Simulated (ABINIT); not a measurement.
An input for ABINIT 10.8.3 (SiC (F-43m)):

```
acell 3*1.0 Angstrom
rprim 
  -0.000000000000 2.179000000000 2.179000000000
  2.179000000000 -0.000000000000 2.179000000000
  2.179000000000 2.179000000000 -0.000000000000
ntypat 2
znucl 14 6
natom 2
typat 1 2
xred 
  0.000000000000 0.000000000000 0.000000000000
  0.250000000000 0.250000000000 0.250000000000
pp_dirpath "pseudos"
pseudos "Si.upf, C.upf"
ecut 37
ngkpt 6 6 6
nshiftk 1
shiftk 0 0 0
kptopt 1
chksymbreak 0
istwfk *1
occopt 1
irdwfk 1
optdriver 3
nband 65
ecuteps 8
inclvkb 2
awtr 1
symchi 1
indata_prefix "in"
outdata_prefix "out"
tmpdata_prefix "tmp"
```

```sh
OMP_NUM_THREADS=1 mpirun -n 4 abinit run.abi > log
```

Q: How long will it take on 4 MPI ranks of Arm Neoverse V2, shared host, and how much memory?

It took 21 s; on shared hardware allow 11 s to 42 s. Peak host memory was 0.58 GiB.

[Paths, hosts, dates, memory and timing lines, banners, echoed tables and standing remarks are left out of the program output.]

[Logs are printed without paths, hosts, clocks, repeated set-up lines and the standing remarks that a program may print on its own settings, such as how far it seeks lower states.]

[Runs of the session that timed out or met a known fault of the program may be left out.]

[Hosts, paths, dates, database ids (printed as entryN), source tags and the programs' standing remarks are cut or masked in the printed files.]

[G0W0 gaps are taken among the corrected bands and points alone; a level outside them can change the order at an edge.]

[Where Ansatz stands beside ABINIT at settings called matched, ABINIT's density can come from a denser mesh and the files from another edition; pairs whose starting gaps differed by over 0.03 eV were left out, so agreement reads better than it is.]
